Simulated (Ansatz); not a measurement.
# Lattice dynamics of KAg (built on the sites of a database entry of CsAu), part 2 of 3

Wanted: phonon frequencies of KAg (built on the sites of a database entry of CsAu) and what follows from them.

Ansatz 0.2.0; DFT PBEsol, scalar-relativistic, plane waves, PAW.

So far. Step 4 (Tight relaxation): The forces vanish by symmetry and the pressure is 0.009 GPa, within the tolerances set. The cell now holds 31.60 Å³/atom. The relaxed cell has a = 3.983 Å (conventional setting).

The structure was built from a prototype and need not be the compound's stable phase.

## 5. Zone-centre response

The zone centre comes first: it holds the modes that light can see, as far as symmetry allows. No field response is asked, since the mesh shows no gap.

File input.yaml:

```yaml
crystal:
  lattice:
    - [3.9831655217, 0.0, 0.0]
    - [0.0, 3.9831655217, 0.0]
    - [0.0, 0.0, 3.9831655217]
  atoms:
    - { symbol: K, position: [0.5, 0.5, 0.5] }
    - { symbol: Ag, position: [0.0, 0.0, 0.0] }
kpoints:
  mp_grid: { grid: [10, 10, 10] }
hamiltonian:
  xc: pbesol
scf:
  occupations: { method: methfessel_paxton, width: 0.15 }
output:
  eigenvalues: true
phonons:
  method: dfpt
```

On the command line:

```bash
> ansatz run input.yaml --threads 4 --pin off --max-ram 7168MiB --backend cpu --events-out ev --progress --plain --runs-dir out
```

Numbers of over 12 decimals in the logs are rounded to 6 here.

The program printed:

```text
[...]
Crystal: 2 atoms, lattice volume = 63.195 Å³
Basis set: ecut = 420 eV, 1237 PW (Γ), exchange–correlation on 54×54×54 points (8 copies of the dense FFT grid, shifted against one another)
Bands: 18, of which v1, the nominal top of the filled ones, is band 14 counted from 1 (13 counted from 0)
Symmetry: 48 space group operations
k-points: 126 of 1000 (irreducible under 8 space group operations, time reversal used)
[...]
SCF iter   1: F=—  HF=-9037.831032 eV  |F-HF|=—  |Δ(HF+E_count)|=         —  Δρ=3.09e-3  dr2=4.86e-3  ethr=1.77e-3  ⟨swp⟩=5.1  Hψ=10594  notcnv=0
[...]
SCF iter   9: F=-9037.830050 eV  HF=-9037.830050 eV  |F-HF|=3.64e-12  |Δ(HF+E_count)|=  3.27e-11  S|Δr|=    0.00e0  Δρ=6.23e-8  dr2=1.74e-12  ethr=1.00e-12  ⟨swp⟩=5.2  Hψ=9130  notcnv=0
SCF 1 converged in 9 iterations: F = -9037.830050 eV  dr2 = 1.74e-12
[...]
DFPT response loops at Γ: preconditioner auto → Kerker (q_TF=auto, 2.382 Å⁻¹) (partly filled bands, converged f_vac=0.009); β = 1.00, the filter's whole step (`scf.mixing.beta` (0.50) is not read by the response loops under this deck's `scf.mixing.preconditioner`; to damp them name `kerker` or `kerker_dos`, under which they read `scf.mixing.beta`, and type it under 1.00, their step now; both keys bind the ground state too); Broyden in place of MSR1
SCF converged after 9 iterations
[...]
Free energy (F): -9037.830050 eV
[...]
Internal energy: -9037.830816 eV  (E = F + TS)
E sigma→0 (E₀):  -9037.830241 eV
Entropy (-TS):   0.000766 eV (0.383 meV/atom)
Fermi energy:    6.687550 eV
[...]
--- Band table (eV; the first three rows and the last of 126) ---
  k-point 0: bands = [... 10 lower, 2.8181, 2.9749, 2.9749, 2.9749, 10.9484, 10.9484, 12.6277, 12.6277]
  k-point 1: bands = [... 10 lower, 2.9349, 2.9669, 2.9669, 2.9772, 10.5185, 10.9689, 12.4723, 12.4723]
  k-point 2: bands = [... 10 lower, 2.9461, 2.9461, 2.9830, 3.2880, 9.4494, 11.0258, 12.1458, 12.1458]
  k-point 125: bands = [... 10 lower, 2.7603, 3.1638, 3.1638, 8.1501, 8.1501, 8.1501, 8.4285, 13.1938]
--- Phonons (Γ-DFPT): 2 representative perturbations + reference, on 126 of 1000 k-points (Σ response iterations 7) ---
  k mesh reduced under 8 symmetry operations, with k and −k counted as one. Each operation leaves every solved perturbation unchanged. A smaller set is not used because it would not reduce the number of displacements times k-points to solve
  ASR residual: 3.348e-5 → 0.000e0 eV/Å²; symmetrization residual: 2.143e-6 eV/Å²
  ASR residual per site (eV/Å²): 7.47e-7 3.35e-5
  Γ frequencies (cm⁻¹): 0.00 0.00 0.00 105.31 105.31 105.31
  non-analytic LO–TO correction: not included (Born effective charges unavailable; polar crystals: no LO–TO splitting at Γ)
```

It took 10 s on 4 threads of Arm Neoverse V2, shared host; peak memory 0.64 GiB.

This step gave:

```yaml
sum_rule_residual_before_enforcement: 3.35e-5 eV/Å²
point_group: m-3m
highest_optical_mode_at_the_zone_centre_no_lo_to_term: 105.3 cm⁻¹
lowest_optical_zone_centre_mode: 105.3 cm⁻¹
```

Patterns of degenerate modes are one choice out of their space. Modes at Γ, with each element's share of the kinetic energy:

| mode | frequency (cm⁻¹) | symmetry | K % | Ag % |
| --- | --- | --- | --- | --- |
| 1 | 0.0 | acoustic | 27 | 73 |
| 2 | 0.0 | acoustic | 27 | 73 |
| 3 | 0.0 | acoustic | 27 | 73 |
| 4 | 105.3 | T1u | 73 | 27 |
| 5 | 105.3 | T1u | 73 | 27 |
| 6 | 105.3 | T1u | 73 | 27 |

Displacements in mode 4 (105.3 cm⁻¹), the largest set to 1:
```
K1   0.00  0.00  1.00
Ag2  0.00  0.00 -0.36
```

Before it was imposed, the acoustic sum rule was missed by 3.3e-5 eV/Å². Small misses are needed for a sound result but don't prove that mesh and cutoff are converged. The lowest optical mode is real, 105 cm⁻¹.

## 6. The dispersion

Stability and thermal properties need the whole zone. Linear response on a 2×2×2 q mesh gives force constants as far as a supercell of that size would.

Changes to input.yaml since step 5:

```diff
@@ -18 +18,8 @@
   method: dfpt
+  qmesh: [2, 2, 2]
+  temperatures: { t_max: 1000, t_step: 50 }
+  qpath:
+    path:
+      - [[0.0, 0.0, 0.0], [0.0, 0.5, 0.0], [0.5, 0.5, 0.0], [0.0, 0.0, 0.0], [0.5, 0.5, 0.5], [0.0, 0.5, 0.0]]
+      - [[0.5, 0.5, 0.5], [0.5, 0.5, 0.0]]
+    npoints: 10
```

The program printed:

```text
[...]
Crystal: 2 atoms, lattice volume = 63.195 Å³
Basis set: ecut = 420 eV, 1237 PW (Γ), exchange–correlation on 54×54×54 points (8 copies of the dense FFT grid, shifted against one another)
Bands: 18, of which v1, the nominal top of the filled ones, is band 14 counted from 1 (13 counted from 0)
Symmetry: 48 space group operations
k-points: 56 of 1000
[...]
SCF iter   1: F=—  HF=-9037.831030 eV  |F-HF|=—  |Δ(HF+E_count)|=         —  Δρ=3.09e-3  dr2=4.86e-3  ethr=1.77e-3  ⟨swp⟩=5.1  Hψ=4685  notcnv=0
[...]
SCF iter   9: F=-9037.830050 eV  HF=-9037.830050 eV  |F-HF|=0.00e0  |Δ(HF+E_count)|=  3.64e-11  S|Δr|=    0.00e0  Δρ=6.20e-8  dr2=1.74e-12  ethr=1.00e-12  ⟨swp⟩=5.2  Hψ=4053  notcnv=0
SCF 1 converged in 9 iterations: F = -9037.830050 eV  dr2 = 1.74e-12
[...]
SCF iter   3: F=-9037.830050 eV  HF=-9037.830050 eV  |F-HF|=1.82e-12  |Δ(HF+E_count)|=  3.64e-12  S|Δr|=    0.00e0  Δρ=8.57e-8  dr2=1.77e-12  ethr=1.00e-12  ⟨swp⟩=1.0  Hψ=2240  notcnv=0
SCF 2 converged in 3 iterations: F = -9037.830050 eV  dr2 = 1.77e-12
phonons: the bands overlap, so this run is a metal and interpolates without the dipole-dipole term. If the crystal is really an insulator or semiconductor, its LO-TO splitting is missing
NSCF: frozen V_eff on 56 k-points
[...]
DFPT response loops at q = (0, 0, 0) (fractional): preconditioner auto → Kerker (q_TF=auto, 2.382 Å⁻¹) (partly filled bands, converged f_vac=0.009); β = 1.00, the filter's whole step (`scf.mixing.beta` (0.50) is not read by the response loops under this deck's `scf.mixing.preconditioner`; to damp them name `kerker` or `kerker_dos`, under which they read `scf.mixing.beta`, and type it under 1.00, their step now; both keys bind the ground state too); Broyden in place of MSR1
[...]
SCF converged after 9 iterations
[...]
Free energy (F): -9037.830050 eV
[...]
Internal energy: -9037.830816 eV  (E = F + TS)
E sigma→0 (E₀):  -9037.830241 eV
Entropy (-TS):   0.000766 eV (0.383 meV/atom)
Fermi energy:    6.687550 eV
[...]
--- Band table (eV; the first three rows and the last of 56) ---
  k-point 0: bands = [... 10 lower, 2.8181, 2.9749, 2.9749, 2.9749, 10.9484, 10.9484, 12.6277, 12.6277]
  k-point 1: bands = [... 10 lower, 2.9349, 2.9669, 2.9669, 2.9772, 10.5185, 10.9689, 12.4723, 12.4723]
  k-point 2: bands = [... 10 lower, 2.9461, 2.9461, 2.9830, 3.2880, 9.4494, 11.0258, 12.1458, 12.1458]
  k-point 55: bands = [... 10 lower, 2.7603, 3.1638, 3.1638, 8.1501, 8.1501, 8.1501, 8.4285, 13.1938]
--- Phonons (Γ-DFPT): 2 representative perturbations + reference (Σ response iterations 6) ---
  ASR residual: 3.909e-5 → 0.000e0 eV/Å²; symmetrization residual: 2.508e-6 eV/Å²
  ASR residual per site (eV/Å²): 7.88e-7 3.91e-5
  Γ frequencies (cm⁻¹): 0.00 0.00 0.00 105.31 105.31 105.31
--- Phonons (arbitrary-q DFPT): 4 irreducible q on the 2×2×2 mesh ---
  q = [0.0000, 0.0000, 0.0000] (star 1, of the zone-centre solve; hermiticity 4.29e-6, symmetrization 1.86e-11): -0.00 0.00 0.00 105.31 105.31 105.31
  q = [0.0000, 0.0000, -0.5000] (star 3, 4 solved perturbations in 684 linear systems a pass and spin channel, the states on 216 of 1000 k-point pairs; hermiticity 4.15e-13, symmetrization 3.87e-13): 32.99 55.94 55.94 87.28 87.28 131.79
[...]
q = [-0.5000, -0.5000, -0.5000] (star 1, 2 solved perturbations on 126 of 1000 k-point pairs; hermiticity 1.68e-12, symmetrization 3.57e-11): 32.59 32.59 32.59 120.51 120.51 120.51
  sum rule: each row above includes the acoustic sum rule's correction from the zone centre's row sums; it moved no ω² by more than (0.31 cm⁻¹)²
  mesh force constants: q→R imaginary residual 2.20e-17; ASR residual 3.909e-5 → 0.000e0 eV/Å²; symmetrization residual 1.221e-15 eV/Å²
  interpolated dispersion: 62 rows × 6 modes
  density of states and harmonic sums: on the 16×16×16 q-mesh, interpolated from the force constants of a 2×2×2 supercell (no non-analytic term)
  largest difference from the sums on the solved wave vectors: F 2.61e-1 eV, S 3.26e-4 and C_V 6.55e-5 eV/K
  zero-point energy: 0.026081 eV/cell   skipped modes (ω ≤ 0): 66, of them read as no rigid motion or as one in doubt: 63 (3.677e-1 modes/cell left out, lowest -25.71 cm⁻¹)   left out of the sums: 6.14e-2 of the cell's modes: C_V's classical limit lies that fraction below 3 k_B per atom; for a crystal, a wire or a layer, F and S can be off by more, and a phonons.interpolated_qmesh denser along its periods is the remedy for the sampling
```

Run time: 51 s. Hardware: 4 threads; peak memory 0.83 GiB.

This step gave:

| Quantity | Value |
| --- | --- |
| sum-rule residual before enforcement | 3.91e-5 eV/Å² |
| lowest frequency on the path | -25.71 cm⁻¹ |
| highest frequency on the path or at a solved wavevector | 131.8 cm⁻¹ |
| lowest mode on the q mesh (acoustic modes at Γ apart) | -25.71 cm⁻¹ |

Frequencies (cm⁻¹) solved at each irreducible wavevector; negative means imaginary. Frequencies by wavevector, by row:

| q in reciprocal lattice units | star | mode 1 | mode 2 | mode 3 | mode 4 | mode 5 | mode 6 |
| --- | --- | --- | --- | --- | --- | --- | --- |
| 0 0 0 | 1 | 0 | 0 | 0 | 105.3 | 105.3 | 105.3 |
| 0 0 -0.5 | 3 | 33 | 55.9 | 55.9 | 87.3 | 87.3 | 131.8 |
| 0 -0.5 -0.5 | 3 | -25.7 | -25.7 | 58.4 | 84 | 125 | 125 |
| -0.5 -0.5 -0.5 | 1 | 32.6 | 32.6 | 32.6 | 120.5 | 120.5 | 120.5 |

Interpolated from a 2×2×2 q mesh, rough between the solved points. The phonon branches at the labelled points (cm⁻¹):

```
    point  branch 1  branch 2  branch 3  branch 4  branch 5  branch 6
        Γ         0         0         0       105       105       105
  halfway        32        35        35        98        98       117
        X        33        56        56        87        87       132
  halfway        -8        35        57        86       109       128
        M       -26       -26        58        84       125       125
  halfway         1        45        46        93       108       118
        Γ         0         0         0       105       105       105
  halfway        30        30        42       108       112       112
        R        33        33        33       120       120       120
  halfway        -9        36        46       104       109       126
        X        33        56        56        87        87       132
jump to R        33        33        33       120       120       120
  halfway        13        13        47       104       123       123
        M       -26       -26        58        84       125       125
```

The phonon branches as a text plot (rows in cm⁻¹):

```
    129 |     *********                             ******
    122 |    *       ********               ********      *******
    115 |   *       *     *****          ****    ***       *
    109 |***                 * *** ******          **       *
    102 |***       *          **********            **       *
     96 |   ***   *          **                      ***      *
     89 |      *****      ***                          ***     *
     83 |           ******                                      *
     76 |
     69 |
     63 |
     56 |      ************                            ***    ***
     50 |     *   *        **        ***             ***     *
     43 |    *     *         **         *          ***      *
     37 |   * *            ** **    *           *** *     **
     30 |   ** ***        *    **      *************    ***
     24 |  *      * *           *    **                *   **
     17 | *        *             * **             *
     10 |*           *        **** *               *  *      *
      4 |                *   *   *
     -3 |                         *
     -9 |                  **                       **
    -16 |           * *   *                                   *
    -22 |            *****                                     **
         Γ      X      M          Γ            R        X|R     M
```

Tetrahedra on a 16×16×16 mesh, mean over bins of 2 cm-1. Interpolated from a 2×2×2 q mesh, rough between the solved points. The phonon density of states by wavenumber; read off at these points:

```
wavenumber (cm⁻¹)  phonon density of states (1/cm⁻¹/cell)
            -25.0                                 0.00326
            -21.0                                  0.0140
            -17.0                                  0.0164
            -13.0                                  0.0168
             -7.0                                  0.0133
             -3.0                                  0.0129
              1.0                                  0.0135
              5.0                                  0.0149
              9.0                                  0.0197
             13.0                                  0.0369
             17.0                                  0.0490
             21.0                                  0.0423
             27.0                                  0.0407
             31.0                                  0.0507
             35.0                                  0.0411
             39.0                                  0.0540
             43.0                                  0.0585
             47.0                                  0.0846
             49.0                                  0.0942
             51.0                                  0.0662
             57.0                                  0.0364
             61.0                                       0
             65.0                                       0
             69.0                                       0
             73.0                                       0
             77.0                                       0
             81.0                                       0
             87.0                                  0.0392
             91.0                                  0.0552
             95.0                                  0.0612
             99.0                                  0.0742
            103.0                                  0.0707
            107.0                                  0.0547
            111.0                                  0.0553
            115.0                                  0.0651
            121.0                                   0.107
            123.0                                   0.113
            125.0                                   0.103
            129.0                                  0.0343
            133.0                                       0
```

[end of part 2 of 3]

[Logs are printed without paths, hosts, clocks, repeated set-up lines and the standing remarks that a program may print on its own settings, such as how far it seeks lower states.]

[Hosts, paths, dates, database ids (printed as entryN), source tags and the programs' standing remarks are cut or masked in the printed files.]
